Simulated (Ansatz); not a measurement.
# Fitting and testing ρ(T) of Si2Mo (I4/mmm)

Can the computed ρ(T) of Si2Mo (I4/mmm) be held by the Bloch–Grüneisen form, and does the fit predict a row it has not seen?

The resistivities were computed with Ansatz 0.2.0 (DFT PBE, scalar-relativistic, plane waves, PAW; PAW set soft_1) from the linearised Boltzmann equation with harmonic phonons, on q 6×6×6, k 18×18×18, scattering 24×24×24; the fit below is done by hand on them.

## Step 1: What is given

It takes space group I4/mmm (No. 139, tetragonal). Conventional cell: a = 3.217 Å, b = 3.217 Å, c = 7.873 Å, α = 90.00°, β = 90.00°, γ = 90.00°. Si on site e has 5 Si at 2.60 to 2.64 Å and 5 Mo at 2.62 to 2.64 Å as nearest neighbours. Mo on site a is surrounded by 10 Si at 2.62 to 2.64 Å.

This is the relaxed cell of the run, from steps not shown here.

The mean resistivity of the three axes from 50 to 800 K, with one row held back; the colder rows stay outside the fit and test it at the end:

```
T (K)  ρ (μΩ cm)
   50     0.2220
   80      1.023
  100      1.948
  150          ?
  200      9.232
  273      15.08
  300      17.19
  400      24.82
  500      32.24
  600      39.56
  800      54.26
```

## Step 2: Model and fit

Bloch and Grüneisen's form is ρ(T) = A (T/Θ)⁵ J₅(Θ/T), with J₅(z) the integral of x⁵/((eˣ − 1)(1 − e⁻ˣ)) from 0 to z. It goes as T⁵ far below Θ and as A T/(4Θ) far above. For a trial Θ the best A is the geometric mean of ρ/[(T/Θ)⁵ J₅] over the rows, and the scatter of that ratio measures the fit:

```
Θ (K)  A (μΩ cm)  scatter (%)
  284      52.44         46.8
  378      82.30         24.9
  424      100.6         15.3
  472      122.7          9.7
  520      148.2         14.7
  590      192.4         28.3
  708      288.9         51.6
```

The scatter is least at Θ = 472 K, with A = 122.7 μΩ cm (9.7 % r.m.s.).

```
T (K)  computed     fit
   50    0.2220  0.1857
   80     1.023   1.183
  100     1.948   2.319
  200     9.232   9.687
  273     15.08   15.10
  300     17.19   17.04
  400     24.82   24.08
  500     32.24   30.93
  600     39.56   37.68
  800     54.26   50.99
```

## Step 3: Prediction and check

At T = 150 K, Θ/T = 3.147, J₅ = 14.82 and (T/Θ)⁵ = 0.003242, so the fit gives 5.892 μΩ cm. The computed value is 5.278 μΩ cm: the fit is off by +11.63 %. Outside its range, at 20 K, it gives 0.00209 against 0.00562 μΩ cm computed, 0.37 times that; at that temperature the run's own test moves by 78 % between meshes in the component that moves most. Among the rows used, the largest miss is +19.1 %, at 100 K.

## Step 4: What the two numbers mean

Θ = 472 K is 1.36 times ħω_log/k_B (346 K) and 0.74 of the highest phonon frequency (638 K). The high-temperature slope of the fit, A/(4Θ), is 0.0650 μΩ cm/K. The same slope from the run's transport coupling and plasma energy, 2π k_B λ_tr/(ħ ε₀ ω_p²) with λ_tr = 0.0892, 0.0892, 0.0899 (xx, yy, zz) and ħω_p = 2.16, 2.16, 2.67 (xx, yy, zz) eV, is 0.0680 μΩ cm/K in the mean of the axes, +4.7 % from it. For comparison, the computed rows rise by 0.0735 μΩ cm/K between the two hottest.

## Step 5: Results

```
Θ                                            : 472 K
A                                            : 122.7 μΩ cm
scatter of the fit                           : 9.7 %
held-back row at 150 K, fit against computed : 5.892 against 5.278 μΩ cm
```

In words: Two numbers, Θ = 472 K and A = 123 μΩ cm, hold the computed ρ(T) from 50 to 800 K within 9.74 % r.m.s. and predict the held-back row within 11.63 %. At 20 K, outside the rows fitted, it gives 0.37 times the computed value. The misses are not random: the largest is +19.1 %, at 100 K. So large a scatter means that the form does not describe this metal. By the run's own test the resistivity at 300 K moves by 6 % between its two finest scattering meshes, in the component that moves most. The mean hides an anisotropy: at 300 K the components are 19.2, 19.2, 13.1 (xx, yy, zz) μΩ cm. The fit describes the calculation: impurities, thermal expansion, changes of phase and anharmonicity are in neither.

[Logs are printed without paths, hosts, clocks, repeated set-up lines and the standing remarks that a program may print on its own settings, such as how far it seeks lower states.]

[Hosts, paths, dates, database ids (printed as entryN), source tags and the programs' standing remarks are cut or masked in the printed files.]
